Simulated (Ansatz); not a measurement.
# BaHfMgSn: relaxing a made-up structure, part 2 of 2

This structure for BaHfMgSn is made up. Its elements were placed in a known structure type with a cell scaled to their sizes. What cell does the guess relax to, and how far off was it?

Ansatz 0.2.0; DFT, PBEsol, plane-wave PAW, files of the set soft_1, scalar-relativistic, no spin, cell and ions relaxed at zero pressure; PAW set soft_1 (the session's first sound run).

So far: Starting point; Relaxing cell and atoms. The relaxed cell has a, b, c = 3.579, 24.120, 5.231 Å (conventional setting).

### Step 3. Bands of the relaxed cell

With the geometry fixed, one more self-consistent run, with a narrower smearing and the mesh shown in its input, gives the bands, and its pressure, and its forces where symmetry allows any, show how far the geometry depends on these settings.

This step: DFT, PBEsol, plane-wave PAW, files of the set soft_1, scalar-relativistic, no spin, bands and density of states at the relaxed cell; PAW set soft_1 (Ansatz 0.2.0).

input.yaml reads:

```yaml
crystal:
  lattice:
    - [1.7894533114, -12.0602315373, 0.0]
    - [1.7894533114, 12.0602315373, 0.0]
    - [0.0, 0.0, 5.230765824]
  atoms:
    - { symbol: Hf, position: [0.9730280053, 0.0269719947, 0.75] }
    - { symbol: Hf, position: [0.0269719947, 0.9730280053, 0.25] }
    - { symbol: Ba, position: [0.6007653449, 0.3992346551, 0.75] }
    - { symbol: Ba, position: [0.3992346551, 0.6007653449, 0.25] }
    - { symbol: Sn, position: [0.7667013887, 0.2332986113, 0.25] }
    - { symbol: Sn, position: [0.2332986113, 0.7667013887, 0.75] }
    - { symbol: Mg, position: [0.1658852829, 0.8341147171, 0.25] }
    - { symbol: Mg, position: [0.8341147171, 0.1658852829, 0.75] }
kpoints:
  mp_grid: { grid: [10, 10, 6] }
  band_path:
    path:
      - [[0.0, 0.0, 0.0], [0.25550389, 0.25550389, 0.0], [0.0, 0.5, 0.0], [0.0, 0.5, 0.5], [0.25550389, 0.25550389, 0.5], [0.0, 0.0, 0.5], [0.0, 0.0, 0.0], [-0.5, 0.5, 0.0], [-0.25550389, 0.74449611, 0.0], [-0.25550389, 0.74449611, 0.5], [-0.5, 0.5, 0.5], [-0.5, 0.5, 0.0]]
      - [[0.0, 0.0, 0.5], [-0.5, 0.5, 0.5]]
    npoints: 6
scf:
  occupations: { method: fermi_dirac, width: 0.03 }
  n_extra_bands: 12
hamiltonian:
  xc: pbesol
  pseudopotentials: { kind: paw, azcp: { folder: soft_1 }, xc_functional: pbe }
output:
  forces: true
  stress: true
  write_bands: true
  dos: { projected: true }
  write_density: true
  write_potential: true
  elf: true
  volumetric_format: npy
```

On the command line:

```bash
> ansatz run input.yaml --threads 4 --pin off --max-ram 10240MiB --backend cpu --events-out ev --progress --plain --runs-dir out
```

Numbers of over 12 decimals in the logs are rounded to 6 here.

What it wrote:

```text
[...]
Crystal: 8 atoms, lattice volume = 225.773 Å³
Basis set: ecut = 420 eV, 4405 PW (Γ), FFT grids on a1+a2, a2, a3, exchange–correlation on 48×180×72 points (8 copies of the dense FFT grid, shifted against one another)
Bands: 72, of which v1, the nominal top of the filled ones, is band 60 counted from 1 (59 counted from 0)
Symmetry: 8 space group operations
[...]
k-points: 124 of 600
[...]
SCF iter   1: F=—  HF=-58670.257033 eV  |F-HF|=—  |Δ(HF+E_count)|=         —  Δρ=8.33e-2  dr2=4.13e2  ethr=3.10e-3  ⟨swp⟩=8.7  Hψ=41629  notcnv=0
[...]
SCF iter  11: F=-58645.442352 eV  HF=-58645.442352 eV  |F-HF|=2.58e-8  |Δ(HF+E_count)|=   3.04e-8  Δρ=4.69e-6  dr2=4.73e-8  ethr=8.33e-11  ⟨swp⟩=22.0  Hψ=94220  notcnv=0
SCF 1 converged in 11 iterations: F = -58645.442352 eV  dr2 = 4.73e-8
[...]
NSCF: frozen V_eff on 74 k-points
SCF converged after 11 iterations
Free energy (F): -58645.442352 eV
[...]
Internal energy: -58645.427156 eV  (E = F + TS)
E sigma→0 (E₀):  -58645.434754 eV
Entropy (-TS):   -0.015196 eV (-1.900 meV/atom)
Fermi energy:    10.595872 eV
[...]
--- Forces (eV/Å), atoms counted from 1 ---
  atom   1  Hf     0.00000000     0.03955127     0.00000000
  atom   2  Hf     0.00000000    -0.03955127     0.00000000
  atom   3  Ba     0.00000000     0.03664570     0.00000000
  atom   4  Ba     0.00000000    -0.03664570     0.00000000
  atom   5  Sn     0.00000000    -0.04993908     0.00000000
  atom   6  Sn     0.00000000     0.04993908     0.00000000
  atom   7  Mg     0.00000000     0.07417366     0.00000000
  atom   8  Mg     0.00000000    -0.07417366     0.00000000
  max |Σ_I F_I| component: 1.39e-17 eV/Å
--- Stress (GPa, compression-positive) ---
       -0.513245       0.000000       0.000000
        0.000000       0.370604       0.000000
        0.000000       0.000000       0.129637
  P = ⅓ Tr σ = -0.0043 GPa (-0.043 kbar)
--- Band table (eV; the first three rows and the last of 124) ---
  k-point 0: bands = [... 56 lower, 10.0044, 10.4807, 10.6950, 10.8099, 10.9346, 11.5601, 11.7462, 12.0828, ... 8 higher]
  k-point 1: bands = [... 56 lower, 9.7828, 9.9810, 10.2470, 11.0404, 11.3624, 11.6756, 11.7765, 11.9660, ... 8 higher]
  k-point 2: bands = [... 56 lower, 10.0976, 10.1397, 10.8736, 10.9877, 11.2309, 11.8696, 11.9979, 12.0200, ... 8 higher]
  k-point 123: bands = [... 56 lower, 9.7488, 9.7488, 10.6566, 10.6566, 12.0088, 12.0088, 12.3348, 12.3348, ... 8 higher]
```

Elapsed: 56 s, on 4 threads of Intel Xeon Platinum 8488C (Sapphire Rapids), shared host; peak memory 1.7 GiB.

This step gave:

```yaml
free_energy: -58645.4424 eV
energy_at_zero_smearing: -58645.4348 eV
smearing_term_ts: 0.01520 eV
fermi_energy: 10.60 eV
pressure: -0.004334 GPa
```

bands.tsv at the labelled points (eV, zero at the Fermi level; the bands that come nearest the Fermi level along the path):

| point | band 57 | band 58 | band 59 | band 60 | band 61 | band 62 | band 63 | band 64 |
| --- | --- | --- | --- | --- | --- | --- | --- | --- |
| Γ | -0.59 | -0.12 | 0.10 | 0.21 | 0.34 | 0.96 | 1.15 | 1.49 |
| X | -1.01 | -0.96 | -0.73 | -0.61 | -0.48 | -0.17 | -0.12 | 0.35 |
| S | -0.95 | -0.92 | -0.81 | -0.81 | -0.50 | -0.09 | -0.08 | 0.29 |
| R | -1.08 | -1.08 | -0.45 | -0.45 | 0.09 | 0.09 | 0.43 | 0.43 |
| A | -1.09 | -1.09 | -0.49 | -0.49 | 0.15 | 0.15 | 0.46 | 0.46 |
| Z | -0.14 | -0.14 | 0.16 | 0.16 | 1.42 | 1.42 | 1.45 | 1.45 |
| Γ | -0.59 | -0.12 | 0.10 | 0.21 | 0.34 | 0.96 | 1.15 | 1.49 |
| Y | -0.90 | -0.25 | 0.03 | 0.41 | 0.61 | 0.86 | 1.15 | 1.27 |
| X1 | -1.01 | -0.96 | -0.73 | -0.61 | -0.48 | -0.17 | -0.12 | 0.35 |
| A1 | -1.09 | -1.09 | -0.49 | -0.49 | 0.15 | 0.15 | 0.46 | 0.46 |
| T | -0.85 | -0.85 | 0.06 | 0.06 | 1.41 | 1.41 | 1.74 | 1.74 |
| Y | -0.90 | -0.25 | 0.03 | 0.41 | 0.61 | 0.86 | 1.15 | 1.27 |
| Z | -0.14 | -0.14 | 0.16 | 0.16 | 1.42 | 1.42 | 1.45 | 1.45 |
| T | -0.85 | -0.85 | 0.06 | 0.06 | 1.41 | 1.41 | 1.74 | 1.74 |

Counts of states for the cell as run, both spins, by energy window (eV from the Fermi level):

| from | to | total |
| --- | --- | --- |
| -8 | -7 | 0.88 |
| -7 | -6 | 1.12 |
| -6 | -5 | 0.54 |
| -5 | -4 | 0.85 |
| -4 | -3 | 2.93 |
| -3 | -2 | 3.72 |
| -2 | -1 | 4.75 |
| -1 | 0 | 7.76 |
| 0 | 1 | 6.64 |
| 1 | 2 | 7.45 |

Below -8 eV lie 97.5 more states.

Force by atom:

```
atom  x (eV/Å)  y (eV/Å)  z (eV/Å)    size
 Hf1    0.0000    0.0396    0.0000  0.0396
 Hf2    0.0000   -0.0396    0.0000  0.0396
 Ba3    0.0000    0.0366    0.0000  0.0366
 Ba4    0.0000   -0.0366    0.0000  0.0366
 Sn5    0.0000   -0.0499    0.0000  0.0499
 Sn6    0.0000    0.0499    0.0000  0.0499
 Mg7    0.0000    0.0742    0.0000  0.0742
 Mg8    0.0000   -0.0742    0.0000  0.0742
```

Valence density in the ab plane of the cell as run, not the conventional one, at fractional z = 0.250, with atoms of Hf and Ba and Sn and Mg within 0.2 Å of it. It is the smooth field of the valence electrons, not physical close to the nuclei.

Ten steps, logarithmic in the rise over the least value, from '0' (0 e/Å³) to '9' (45 e/Å³), each cell a mean:
```
9973100014420000111100000000000026
9620000466300000100000011100001379
4100026873000000000001111000014787
0000478620000000000122210000147752
0015885000000000002222100001455310
0167630000000000122221000013321000
1564000000000012222210000122100000
3310000000000122122100000110000001
1000000000012211221000000000000001
0000000000122122200000000000000000
0000000001221221000000000000000000
1110000022222200000000000000000000
2100001222221000000000000000000012
1000012222200000000000000000001233
0000122221000000000000000000124431
0001222100000000000000000002455410
0011110000000000000000000135664100
0011000001110000000000001466531000
0000000122100000000000025665200000
0000012331000000000001356641000000
0000245420000000000014565200000000
0014775200000000000135531000000000
0378852000000000001343200000000000
5898510000121000012221000000000001
```
Columns run along a (12.2 Å), rows up along b (12.2 Å). Atoms in or near the plane, at fractional coordinates: Hf at (0.03, 0.97), Ba at (0.40, 0.60), Sn at (0.77, 0.23), Mg at (0.17, 0.83).

ELF in the ab plane of the cell as run, not the conventional one, at fractional z = 0.250, with atoms of Hf and Ba and Sn and Mg within 0.2 Å of it. It is the smooth field of the valence electrons, not physical close to the nuclei.

Values, 13 rows by 16 columns, each cell a mean:
```
0.81 0.48 0.47 0.32 0.28 0.20 0.40 0.35 0.35 0.38 0.28 0.42 0.32 0.22 0.31 0.67
0.42 0.48 0.26 0.24 0.21 0.35 0.36 0.35 0.28 0.43 0.73 0.58 0.21 0.25 0.69 0.74
0.47 0.25 0.22 0.20 0.31 0.31 0.26 0.25 0.63 0.80 0.67 0.21 0.20 0.59 0.54 0.37
0.25 0.25 0.23 0.31 0.26 0.17 0.33 0.62 0.52 0.65 0.21 0.16 0.35 0.30 0.40 0.44
0.20 0.33 0.36 0.29 0.16 0.45 0.47 0.27 0.57 0.23 0.20 0.17 0.20 0.47 0.41 0.14
0.42 0.36 0.34 0.20 0.54 0.37 0.33 0.51 0.28 0.36 0.23 0.29 0.52 0.43 0.10 0.26
0.32 0.38 0.25 0.61 0.52 0.52 0.41 0.33 0.48 0.39 0.41 0.51 0.47 0.30 0.44 0.40
0.40 0.27 0.63 0.80 0.65 0.29 0.29 0.38 0.41 0.45 0.49 0.47 0.47 0.50 0.27 0.23
0.27 0.55 0.78 0.50 0.18 0.18 0.19 0.30 0.46 0.49 0.46 0.52 0.44 0.14 0.14 0.41
0.33 0.50 0.28 0.15 0.23 0.19 0.24 0.50 0.51 0.45 0.53 0.36 0.06 0.14 0.44 0.24
0.20 0.22 0.24 0.49 0.35 0.26 0.55 0.41 0.35 0.53 0.30 0.04 0.21 0.47 0.20 0.11
0.29 0.42 0.74 0.49 0.34 0.52 0.21 0.17 0.49 0.29 0.10 0.31 0.43 0.14 0.06 0.17
0.58 0.83 0.51 0.43 0.41 0.19 0.14 0.44 0.33 0.25 0.40 0.32 0.16 0.11 0.21 0.33
```
Columns run along a (12.2 Å), rows up along b (12.2 Å). Atoms in or near the plane, at fractional coordinates: Hf at (0.03, 0.97), Ba at (0.40, 0.60), Sn at (0.77, 0.23), Mg at (0.17, 0.83).

Electrostatic potential energy in the ab plane of the cell as run, not the conventional one, at fractional z = 0.250, with atoms of Hf and Ba and Sn and Mg within 0.2 Å of it. With pseudopotentials it is smooth inside the atoms' cores, unlike the true potential.

Values in eV, 13 rows by 16 columns, each cell a mean:
```
-14  -7   9  -5 -38 -10   9   2  -3   8   9   4   6  10   4 -15
 -2   9 -19 -47 -12  10   9   8  10   4  -7   0   9   2 -20 -18
  8 -27 -44  -6  11  12  12   9  -9 -28  -8   9   3 -19 -15   4
-27 -33   2  12  12  12   5 -24 -44 -14   9   6  -7  -3   9   8
 -9   8  11  12  12   0 -37 -47 -13  10   9   4   7  12   9  -7
  8   6  10  11  -6 -43 -43  -8  11  11  10  11  13  10   5   6
 -7   7  10  -7 -43 -34   0  12  12  12  13  14  12   9   9  -1
  2  10  -5 -30 -17   7  12  11  12  14  14  12  11   6 -10 -18
 10   1 -11  -1   9   8   8  12  14  13  13  12   1  -2  -7   1
  6   3   8   8   0   2  10  13  13  12  11  -2   5  -1   4  11
  8  10   2 -15  -7   9  13  11  10  10  -5   6  -3   6  11   9
 10  -7 -22 -13   8  11   6   7   8  -9  -5  -4  10  11   9  11
-12 -17 -11   9   6 -10   1   8  -9 -16   0  11   9   9  11   7
```
Columns run along a (12.2 Å; values clipped at the 3rd and 97th percentile), rows up along b (12.2 Å). Atoms in or near the plane, at fractional coordinates: Hf at (0.03, 0.97), Ba at (0.40, 0.60), Sn at (0.77, 0.23), Mg at (0.17, 0.83).

### Step 4. Summary of results

| Property | Result |
| --- | --- |
| space group, relaxed | Cmcm |
| conventional cell | a = 3.579, b = 24.120, c = 5.231 Å; α = 90.0°, β = 90.0°, γ = 90.0° |
| volume per atom | 28.22 Å³ (guess 29.36) |

In words: BaHfMgSn relaxes to Cmcm with a = 3.579, b = 24.120 and c = 5.231 Å. The guessed volume was 4 % too large. The space group Cmcm was held in the relaxation, so the end point is a stationary structure within it and may be a saddle against distortions or other arrangements. Bands cross the Fermi level, so it is a metal or semimetal at this level. On the 10×10×6 mesh with the narrower smearing (relaxed on 6×6×6) the largest force component is 0.074 eV/Å and the largest stress component is 0.513 GPa, against the relaxation's thresholds of 0.015 eV/Å and 0.05 GPa. The cutoff wasn't tested. A vector of the cell changed its length by 19 %, more than the volume shows. Spin-orbit coupling is left out, which can matter for elements this heavy. No dispersion term is used, so weakly bound directions may come out too long. Nothing here tests whether the compound is stable against decomposition.

[Logs are printed without paths, hosts, clocks, repeated set-up lines and the standing remarks that a program may print on its own settings, such as how far it seeks lower states.]

[Hosts, paths, dates, database ids (printed as entryN), source tags and the programs' standing remarks are cut or masked in the printed files.]
